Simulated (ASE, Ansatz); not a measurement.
## Convergence of a linear-scaling basis for twisted silicene bilayer, 84.43° (268 atoms)

Aim: test how closely localised support functions follow the reference on twisted silicene bilayer, 84.43° (268 atoms), and at what cost. A setting counts as converged where the r.m.s. difference of forces stays under 1 % of the r.m.s. force.

Program: Ansatz 0.2.0. Level of theory: Kohn-Sham DFT, PBE+D3(BJ), PAW (set soft_2), plane waves. Results are calculated unless marked as measured.

### Step 1. Starting point

The cell holds 268 atoms: 268 Si. Cell: a = 31.596 Å, b = 31.596 Å, c = 20.140 Å, α = 90.0°, β = 90.0°, γ = 120.0°. It derives from Si (silicene). Silicene (a = 3.86 Å) under silicene (a = 3.86 Å), bilayer, commensurate cell of 67 unit cells a layer, twist 84.43 deg; facing planes 3.26 Å apart; 16 Å of vacuum; layers as built, displaced by a Gaussian of 0.01 Å. Regions: layer 1, 134 atoms (134 Si); layer 2, 134 atoms (134 Si). Vacuum lies along c.

What the set-up can't give: Beside vacuum, support functions can miss their usual error bounds without a warning. Only the Γ point is sampled, in a cell whose shortest periodic width is 27 Å.

### Step 2. Plane-wave single point

The first run fixes the reference, at a cutoff of 420 eV.

The input, input.yaml:

```yaml
crystal:
  lattice:
    - [31.5955, 0.0, 0.0]
    - [-15.79775, 27.36251, 0.0]
    - [0.0, 0.0, 20.14]
  atoms:
    - { symbol: Si, position: [0.06939, 0.6465, 0.41904] }
    - { symbol: Si, position: [0.09481, 0.59216, 0.39677] }
    - { symbol: Si, position: [0.09963, 0.78136, 0.41971] }
    - { symbol: Si, position: [0.12506, 0.72673, 0.39734] }
    - { symbol: Si, position: [0.12963, 0.91567, 0.41888] }
    - { symbol: Si, position: [0.15373, 0.8605, 0.3974] }
    - { symbol: Si, position: [0.15896, 0.04893, 0.41871] }
    - { symbol: Si, position: [0.18399, 0.99466, 0.39728] }
    - { symbol: Si, position: [0.0544, 0.07892, 0.41942] }
    - { symbol: Si, position: [0.07905, 0.0248, 0.39762] }
    - { symbol: Si, position: [0.08389, 0.21374, 0.41943] }
    - { symbol: Si, position: [0.10974, 0.15896, 0.39709] }
    - { symbol: Si, position: [0.11464, 0.34871, 0.41951] }
    - { symbol: Si, position: [0.1391, 0.29368, 0.397] }
    - { symbol: Si, position: [0.14377, 0.48237, 0.41892] }
    - { symbol: Si, position: [0.16929, 0.42818, 0.39729] }
    - { symbol: Si, position: [0.17346, 0.61658, 0.41887] }
    - { symbol: Si, position: [0.19958, 0.56239, 0.39666] }
    - { symbol: Si, position: [0.20387, 0.75102, 0.42012] }
    - { symbol: Si, position: [0.22837, 0.6961, 0.39769] }
    - { symbol: Si, position: [0.23426, 0.88568, 0.41975] }
    - { symbol: Si, position: [0.25906, 0.83094, 0.39763] }
    - { symbol: Si, position: [0.26327, 0.01969, 0.41939] }
    - { symbol: Si, position: [0.28834, 0.96494, 0.39753] }
    - { symbol: Si, position: [0.18933, 0.18439, 0.41936] }
    - { symbol: Si, position: [0.21389, 0.1293, 0.39703] }
    - { symbol: Si, position: [0.21895, 0.31882, 0.41946] }
    - { symbol: Si, position: [0.24369, 0.26324, 0.39757] }
    - { symbol: Si, position: [0.24852, 0.4522, 0.41908] }
    - { symbol: Si, position: [0.27332, 0.39761, 0.39837] }
    - { symbol: Si, position: [0.27931, 0.58738, 0.41918] }
    - { symbol: Si, position: [0.30375, 0.53275, 0.39644] }
    [... 230 atom lines left out ...]
    - { symbol: Si, position: [0.91478, 0.12902, 0.60301] }
    - { symbol: Si, position: [0.89067, 0.05022, 0.58069] }
    - { symbol: Si, position: [0.01965, 0.26373, 0.60343] }
    - { symbol: Si, position: [0.99565, 0.18451, 0.58113] }
    - { symbol: Si, position: [0.05084, 0.15928, 0.60264] }
    - { symbol: Si, position: [0.02452, 0.07974, 0.58077] }
kpoints:
  mp_grid: { grid: [1, 1, 1] }
hamiltonian:
  xc: pbe
  dispersion: d3bj
scf:
  occupations: { method: fermi_dirac, width: 0.025 }
output:
  forces: true
  populations: true
  dos:
    method: { smearing: { sigma: 0.15 } }
    de: 0.1
    projected: { site_lists: { Si: [Si] } }
  eigenvalues: true
```

Launch:

```bash
$ ansatz run input.yaml --threads 32 --pin off --max-ram 92160MiB --backend cuda --events-out ev --progress --plain --runs-dir out --max-vram 78GiB
```

Numbers of over 12 decimals in the logs are rounded to 6 here.

The log of the run:

```text
Engine: ansatz 0.2.0, aarch64-unknown-linux-gnu
Pseudopotentials: kind: paw
Pseudopotential: Si, paw, valence charge 4, recommended cutoff 420 eV (normal), Si.paw.azcp
[... 5 lines on functional and potentials left out ...]
device memory: the entry about to start is reckoned to put 41.7 GiB on a device that reports 100.1 GiB free (of which the cap on the GPU budget leaves the run 78.0 GiB)
GPU FFT provider: cuFFT
GPU libraries: cuBLAS 13.8.1, cuFFT 12.4.0, cuSOLVER 12.3.2
GPU matrix products: emulated (plane waves: as basis.precision tells), large ones in fixed point in workspaces of 1.00 GiB
Crystal: 268 atoms, lattice volume = 17411.678 Å³
Basis set: ecut = 420 eV, 340489 PW (Γ), exchange–correlation on 432×432×270 points (8 copies of the dense FFT grid, shifted against one another)
Bands: 804, of which v1, the nominal top of the filled ones, is band 536 counted from 1 (535 counted from 0)
Symmetry: 1 space group operations
Space group: P1 (ITA 1), of the structure as read, at distance tolerance 2.6e-4 Å
k-points: 1
[... 3 lines on functional and potentials left out ...]
Initial density: superposition of atomic densities (neutral atoms: chi_scale 0, normalization atom), corrected by the library's trained network
Initial wavefunctions: pseudopotential atomic-orbital guess
GPU buffer pool allocated for 6298560 grid points (all kernels)
GPU transforms: local potential and band sums: pruned to the plane-wave sphere, on 216×216×135
GPU projectors: on the FFT box's points about the atoms, with room for 1998208 of them (16 bands a pass); a geometry past the room, sums that fail their trial, or a want of GPU memory keeps the tables, and a block in half precision can take them where they are the faster
Functional: x = pbe(κ = 0.804, μ = 0.219515), c = pbe(β = 0.066725)
SCF iter   1: F=—  HF=-170301.782502 eV  |F-HF|=—  |Δ(HF+E_count)|=         —  Δρ=1.64e-3  dr2=1.15e0  ethr=1.77e-3  ⟨swp⟩=7.0  Hψ=4168  notcnv=0  defer=193
preconditioner: auto → LDOS  [insulator: Δε(μ)=0.086 eV  Ē_g=7.072 eV  σ=0.025 eV  W_gap=0.69  n_scr=1492 (ndim 8)  ℏωp=9.2 eV  f_vac=0.572  D(μ)=69.61/eV (n_scr^D=166)  ε∞_Penn≈2.7  β→1.0]
SCF iter   2: F=—  HF=-170301.926856 eV  |F-HF|=—  |Δ(HF+E_count)|=   1.44e-1  Δρ=8.93e-4  dr2=6.48e-1  ethr=1.08e-4  ⟨swp⟩=3.0  Hψ=1533  notcnv=0  defer=226
SCF iter   3: F=—  HF=-170301.814722 eV  |F-HF|=—  |Δ(HF+E_count)|=   1.12e-1  Δρ=2.46e-4  dr2=3.55e-2  ethr=6.05e-5  ⟨swp⟩=3.0  Hψ=1034  notcnv=0  defer=226
SCF iter   4: F=—  HF=-170301.807712 eV  |F-HF|=—  |Δ(HF+E_count)|=   7.01e-3  Δρ=8.05e-5  dr2=4.45e-3  ethr=3.32e-6  ⟨swp⟩=2.0  Hψ=980  notcnv=0  defer=226
SCF iter   5: F=—  HF=-170301.817386 eV  |F-HF|=—  |Δ(HF+E_count)|=   9.67e-3  Δρ=2.58e-5  dr2=2.22e-4  ethr=4.15e-7  ⟨swp⟩=2.0  Hψ=1114  notcnv=0  defer=226
SCF iter   6: F=—  HF=-170301.817501 eV  |F-HF|=—  |Δ(HF+E_count)|=   1.15e-4  Δρ=8.11e-6  dr2=2.70e-5  ethr=2.07e-8  ⟨swp⟩=2.0  Hψ=981  notcnv=0  defer=226
SCF iter   7: F=—  HF=-170301.813630 eV  |F-HF|=—  |Δ(HF+E_count)|=   3.87e-3  Δρ=3.05e-6  dr2=5.12e-6  ethr=2.52e-9  ⟨swp⟩=2.0  Hψ=1264  notcnv=0  defer=226
SCF iter   8: F=—  HF=-170301.813631 eV  |F-HF|=—  |Δ(HF+E_count)|=   1.89e-6  Δρ=1.03e-6  dr2=4.19e-7  ethr=4.78e-10  ⟨swp⟩=2.0  Hψ=932  notcnv=0  defer=226
SCF iter   9: F=-170301.813632 eV  HF=-170301.813632 eV  |F-HF|=4.45e-8  |Δ(HF+E_count)|=   4.25e-7  Δρ=3.90e-7  dr2=9.06e-8  ethr=9.33e-12  ⟨swp⟩=22.0  Hψ=6503  notcnv=0
SCF 1 converged in 9 iterations: F = -170301.813632 eV  dr2 = 9.06e-8
  greatest PAW one-centre occupation: 0.652 electrons in one spin orbital (limit 2), on the Si atom at site 240 (counted from 0), in its partial waves of l = 0
SCF converged after 9 iterations
Free energy (F): -170301.813632 eV
Harris-Foulkes:  -170301.813632 eV  (|F-HF|=4.45e-8)
Internal energy: -170301.642337 eV  (E = F + TS)
E sigma→0 (E₀):  -170301.727984 eV
Entropy (-TS):   -0.171295 eV (-0.639 meV/atom)
Fermi energy:    -1.251869 eV
--- Per-component energies (eV) ---
  E_band       = -6686.984736
  E_kinetic    = 10466.185822
  E_local      = -188392.480353  (includes V_loc(G=0)·N_el)
  E_nonlocal   = 7010.346758
  E_hartree    = 88545.006431
  E_xc         = -14575.798295
  E_vxc        = -12226.444044  (∫ρ·V_xc dr)
  E_paw        = -137397.253148  (= ΣΔE_a)
  E_vpaw       = -634.600624  (= ΣTr[D̂ρ^β])
  E_aug_tail   = 0.001712  (compensation charges beyond the density's cutoff)
  E_ewald      = 64115.211673
  E_disp       = -72.862938  (pairwise vdW)
  E_smearing   = -0.171295  (= −TS)
  E_closure    = 0.000000  (closes the sum)
  Σ components = -170301.813632   (vs F -170301.813632, Δ=0.00e0)
--- Forces (eV/Å), atoms counted from 1 ---
[... 268 lines of forces left out ...]
  max |Σ_I F_I| component: 1.31e-5 eV/Å
--- Band table (eV) ---
[... left out ...]
--- Löwdin populations: 268 sites ---
  site symbol       q [e]
[... 268 lines, one an atom, left out ...]
  spilling = 0.012347 (of n_electrons = 1072.000000)
```

Elapsed: 9.3 s, on 1 × NVIDIA GB200 with 32 threads of Arm Neoverse V2, shared host; peak memory 4.2 GiB; 37 s of CPU time.

The column dr2 measures how far the density is from self-consistency, as an energy; F and HF (Harris–Foulkes) agree once it is small.

That memory is the host's; the program planned up to 41.7 GiB on the GPU. Forces of this run were stored rounded, and per-atom blocks of the log weren't kept.

Numbers from this run:

* free energy: -170301.8136 eV
* free energy per atom: -635.4545 eV/atom
* SCF cycles: 9
* r.m.s. force component: 0.2437 eV/Å
* longest force: 0.8355 eV/Å
* Fermi energy: -1.252 eV
* levels partly filled by over 2 per cent: 12
* spilling of the projection: 0.01235

Length of the force by element:

```
element  coordination  atoms  mean length of the force (eV/Å)  spread   least   most
     Si           all    268                            0.394   0.152  0.0612  0.836
```

The mean of these charges, 0.049 e, is only the charge that the projection spills.

Löwdin charges by element (they lack the spilled electrons, 0.049 e an atom on average):

```
element  coordination  atoms  mean charge (e)  spread   least    most
     Si           all    268           0.0494  0.0101  0.0316  0.0675
```

By region:

```
 region  atoms  mean length of the force (eV/Å)
layer 1    134                            0.407
layer 2    134                            0.381
```

Density of states as counts of states in windows of 1 eV (from the Fermi level), total and some projections:

```
from (eV)  to (eV)  total   Si p  Si s
      -13      -12    0.0    0.0   0.0
      -12      -11   13.5    1.1  12.2
      -11      -10   83.0   16.0  66.2
      -10       -9   99.1   28.6  69.7
       -9       -8   72.3   22.9  48.8
       -8       -7   51.0   25.1  25.2
       -7       -6   83.7   43.4  39.2
       -6       -5   57.3   32.0  24.6
       -5       -4   64.0   51.0  12.2
       -4       -3  139.0  125.6  11.5
       -3       -2  189.9  178.4   8.7
       -2       -1  136.5  130.6   3.9
       -1        0   80.8   74.8   4.6
        0        1   74.1   64.1   6.3
        1        2  162.7  111.1  35.6
```

Not all projections were asked for or kept, so they needn't add up to the total.

The levels nearest the highest filled one (over half full), pooled over k-points and spins:

```
level less the highest filled one (eV)  occupation
                               -0.0328        1.92
                               -0.0266        1.90
                                -0.015        1.84
                               -0.0095        1.80
                               -0.0075        1.79
                                     0        1.72
                                0.0832       0.365
                                 0.102       0.191
                                 0.109       0.149
                                 0.111       0.137
                                 0.117       0.109
                                 0.124       0.085
```

Löwdin charges run from +0.03 to +0.07 e, about a mean that is the spilled charge alone. Within 0.4 eV of the Fermi level the largest share is Si p (94 % of the projected weight).

### Step 3. Structure statistics

Bonds and neighbours are counted at the geometry of the runs.

Normalised to the volume that the atoms fill. Pair distribution function in bins of 0.1 Å:

```
r (Å)  total
 2.15   0.00
 2.25   8.99
 2.35   0.24
 2.45   0.00
 2.55   0.00
 2.65   0.00
 2.75   0.00
 2.85   0.00
 2.95   0.00
 3.05   0.00
 3.15   0.00
 3.25   0.03
 3.35   0.15
 3.45   0.12
 3.55   0.08
 3.65   0.16
 3.75   0.25
 3.85   6.71
 3.95   0.31
 4.05   0.25
 4.15   0.39
 4.25   0.26
 4.35   0.47
 4.45   2.51
 4.55   0.46
 4.65   0.45
 4.75   0.21
 4.85   0.40
 4.95   0.28
 5.05   0.33
 5.15   0.29
 5.25   0.24
 5.35   0.32
 5.45   0.28
 5.55   0.27
 5.65   0.32
 5.75   0.24
 5.85   0.77
 5.95   2.49
 6.05   0.25
 6.15   0.23
 6.25   0.27
 6.35   0.24
 6.45   0.25
```

Bonds by pair of elements; cutoffs follow the first minimum of g(r), held within bounds set by covalent radii, and pairs that aren't listed don't count as bonded:

```
pair A-B  cutoff (Å)  bonds  mean length (Å)  spread (Å)  shortest (Å)  B about A  A about B
   Si-Si        2.68    402             2.27       0.015          2.23          3          3
```

How many atoms have how many bonded neighbours:

```
element  mean    3
     Si     3  268
```

Bond angles, per cent of each kind in bins of 5°:

```
angle (°)  Si-Si-Si
  110–115       1.1
  115–120      98.9
```

Bond angles (no mean is given where the spread exceeds 20°):

```
   angle  count  mean (°)  spread (°)
Si-Si-Si    804       116         0.6
```

The first peak of g(r) lies near 2.27 Å. With the cutoffs above, all Si atoms have 3 bonded neighbours. The Si-Si-Si angle averages 116° with a spread of 0.6°.

Local excerpt of 12 atoms (numbers count through the whole input) about Si37, which bears the longest force; x, y, z are measured from there.

```
 atom      x      y      z  distance (Å)  bonds  Löwdin charge (e)     Fx     Fy  Fz (eV/Å)
 Si37   0.00   0.00   0.00          0.00      3               0.05  -0.73  -0.24       0.32
 Si38   1.60  -1.51  -0.43          2.25      3               0.05   0.35  -0.12      -0.14
 Si54   0.43   2.17  -0.44          2.25      3               0.06  -0.09   0.31      -0.09
 Si24  -2.16  -0.70  -0.43          2.31      3               0.05   0.39   0.24      -0.05
Si146   0.46  -1.66   3.27          3.69      3               0.04  -0.45  -0.06      -0.29
Si145  -0.05   0.53   3.71          3.74      3               0.06   0.26  -0.08       0.06
 Si69   2.55   2.85   0.01          3.82      3               0.04   0.13  -0.29       0.37
 Si51   3.75  -0.83  -0.01          3.84      3               0.03  -0.21   0.12       0.50
 Si35   1.14  -3.69   0.01          3.87      3               0.04   0.16   0.01       0.25
 Si53  -1.21   3.68   0.01          3.87      3               0.04   0.34  -0.31       0.46
 Si21  -2.61  -2.87   0.02          3.88      3               0.04  -0.35  -0.06       0.42
 Si23  -3.81   0.80   0.01          3.90      3               0.04   0.35   0.28       0.27
```

The column of bonds counts only the pairs Si-Si within 2.68 Å; other neighbours, such as metal atoms beside each other in a compound, aren't counted, and periodic images can show an atom twice.

### Step 4. Support functions medium

With localised support functions most steps grow linearly with size, though the diagonalisation grows faster unless the density matrix is cut; this run measures error and cost at this size. The level medium gives here a grid of 144×144×90 points and a radius of 4.55 Å.

This step: Kohn-Sham DFT, PBE+D3(BJ), PAW (set soft_2), localised support functions (medium) (Ansatz 0.2.0).

input.yaml, the sections that differ from step 2:

```yaml
scf:
  occupations: { method: fermi_dirac, width: 0.025 }
  eigensolver: { kind: { support_functions: { accuracy: medium } } }
  mixing: { beta: 0.2 }
  max_iter: 150
output:
  forces: true
  eigenvalues: true
# crystal, kpoints, hamiltonian: as in step 2
```

The log of the run:

```text
Warning: scf.eigensolver.kind.support_functions: disabling space-group detection — the functions' gradient is summed over unrotated k-points, so no spatial operation reduces the k-mesh or symmetrises the density; time reversal is kept, so that k and −k are solved as one point where they differ and the mesh holds both, and exact exchange and, on two spinor components, a DFT+U term hold to it where the run has them: [...]
settings of this run that can trade accuracy for cost: scf.eigensolver.kind.support_functions [...]
[...]
GPU FFT provider: cuFFT
GPU libraries: cuBLAS 13.8.1, cuFFT 12.4.0, cuSOLVER 12.3.2
[...]
Crystal: 268 atoms, lattice volume = 17411.678 Å³
Basis set: ecut = 420 eV, 340489 PW (Γ), exchange–correlation on 432×432×270 points (8 copies of the dense FFT grid, shifted against one another)
Bands: 644, of which v1, the nominal top of the filled ones, is band 536 counted from 1 (535 counted from 0)
[... 1 set-up line as in the run before ...]
k-points: 1
[...]
GPU buffer pool allocated for 6298560 grid points (all kernels)
Eigensolver: Support functions (medium, 144×144×90 points, laid for a spacing of at most 0.257060 Å, radius 4.548468 Å, 521 sites without an atom, 0 species' potentials softened for the grid, 1 wholly corrected for its errors in the mean over positions, 1 with the egg-box correction, energy correction by stochastic trace)
[...]
SCF iter   1: F=—  HF=-170249.799631 eV  |F-HF|=—  |Δ(HF+E_count)|=         —  Δρ=1.94e-2  dr2=6.80e1  ethr=1.00e-1
[...]
SCF iter  20: F=—  HF=-170301.864726 eV  |F-HF|=—  |Δ(HF+E_count)|=   1.23e-3  Δρ=3.48e-6  dr2=5.86e-6  ethr=1.28e-9  κ⁻¹=7.9e-6(r=7)
SCF iter  21: F=-170301.865686 eV  HF=-170301.865169 eV  |F-HF|=5.18e-4  |Δ(HF+E_count)|=   4.43e-4  Δρ=3.51e-6  dr2=3.17e-6  ethr=5.46e-10
SCF 1 converged in 21 iterations: F = -170301.879475 eV  dr2 = 3.17e-6
[...]
SCF converged after 21 iterations
Stability not checked: this state was not tested for a lower state beside it, because the mixer in use, unlike msr1, does not test its closes by its own steps (another_mixer; see scf.mixing.algorithm and scf.lower_state_search)
Free energy (F): -170301.879475 eV
[...]
Internal energy: -170301.708368 eV  (E = F + TS)
E sigma→0 (E₀):  -170301.793921 eV
Entropy (-TS):   -0.171107 eV (-0.638 meV/atom)
Fermi energy:    -1.251502 eV
[...]
Σ components = -170301.879475   (vs F -170301.879475, Δ=0.00e0)
--- Forces (eV/Å), atoms counted from 1 ---
[... 268 lines of forces left out ...]
  max |Σ_I F_I| component: 2.78e-3 eV/Å
--- Band table (eV) ---
[... left out ...]
```

Run time: 14 s. Hardware: 1 × NVIDIA GB200 with 32 threads; peak memory 2.9 GiB.

That memory is the host's; the program planned up to 12.8 GiB on the GPU.

The program notes that the band table was not solved further than the SCF left it and it switched symmetry off. Further notices: vacuum switching off with vacuum.

Keys that differ from the reference: support_functions.accuracy = "medium", scf.max_iter = 150 and scf.mixing.beta = 0.2.

Forces differ from the reference by 0.087 meV/Å r.m.s., 0.036 % of their size, well within a tolerance of 1 %; the energy by -0.25 meV/atom. It took 14 s and 21 cycles; the reference's time can't be set against it, since the two runs asked for unlike analyses. The two runs also began from different starting densities, which bears on cycles and time.

### Step 5. All settings compared

Each row is set against the plane-wave reference (Kohn-Sham DFT, PBE+D3(BJ), PAW (set soft_2), plane waves; r.m.s. force component 0.244 eV/Å). Energies are set beside the reference only for runs with its functional, potentials and electron count. Times are for 1 × NVIDIA GB200 with 32 threads of Arm Neoverse V2, shared host. The reference's time includes the DOS, which some other runs skip.

```
                     run  Δ force, r.m.s. (meV/Å)  share of r.m.s. force (%)  Δ energy (meV/atom)  cycles   time  host memory (GiB)  planned on the GPU (GiB)
               reference                        -                          -                    -       9  9.3 s                4.2                        42
support functions medium                    0.087                     0.0357               -0.246      21   14 s                2.9                        13
```

### Step 6. Outcome

| Quantity | Value |
| --- | --- |
| free energy per atom | -635.4545 eV/atom |
| r.m.s. force component | 0.2437 eV/Å |
| wall time of the 2 DFT runs | 23 s |

Against plane waves at 420 eV, the forces differ by 0.087 meV/Å (0.036 %) with support functions medium. At 268 atoms the run with support functions medium takes roughly 1.5 times the time of plane waves (whose run also made extra analyses, so the like-for-like ratio is larger), in 21 SCF cycles against 9. Differences between support functions and plane waves include what basis error the plane-wave run still has.

No gap is quoted, since levels at the Fermi energy are partly filled. With the cutoffs above, all Si atoms have 3 bonded neighbours.

What to keep in mind: The geometry was built by rule, was displaced at random and isn't relaxed at this level: its force components are 0.24 eV/Å r.m.s.

[Logs are printed without paths, hosts, clocks, repeated set-up lines and the standing remarks that a program may print on its own settings, such as how far it seeks lower states.]

[Hosts, paths, dates, database ids (printed as entryN), source tags and the programs' standing remarks are cut or masked in the printed files.]
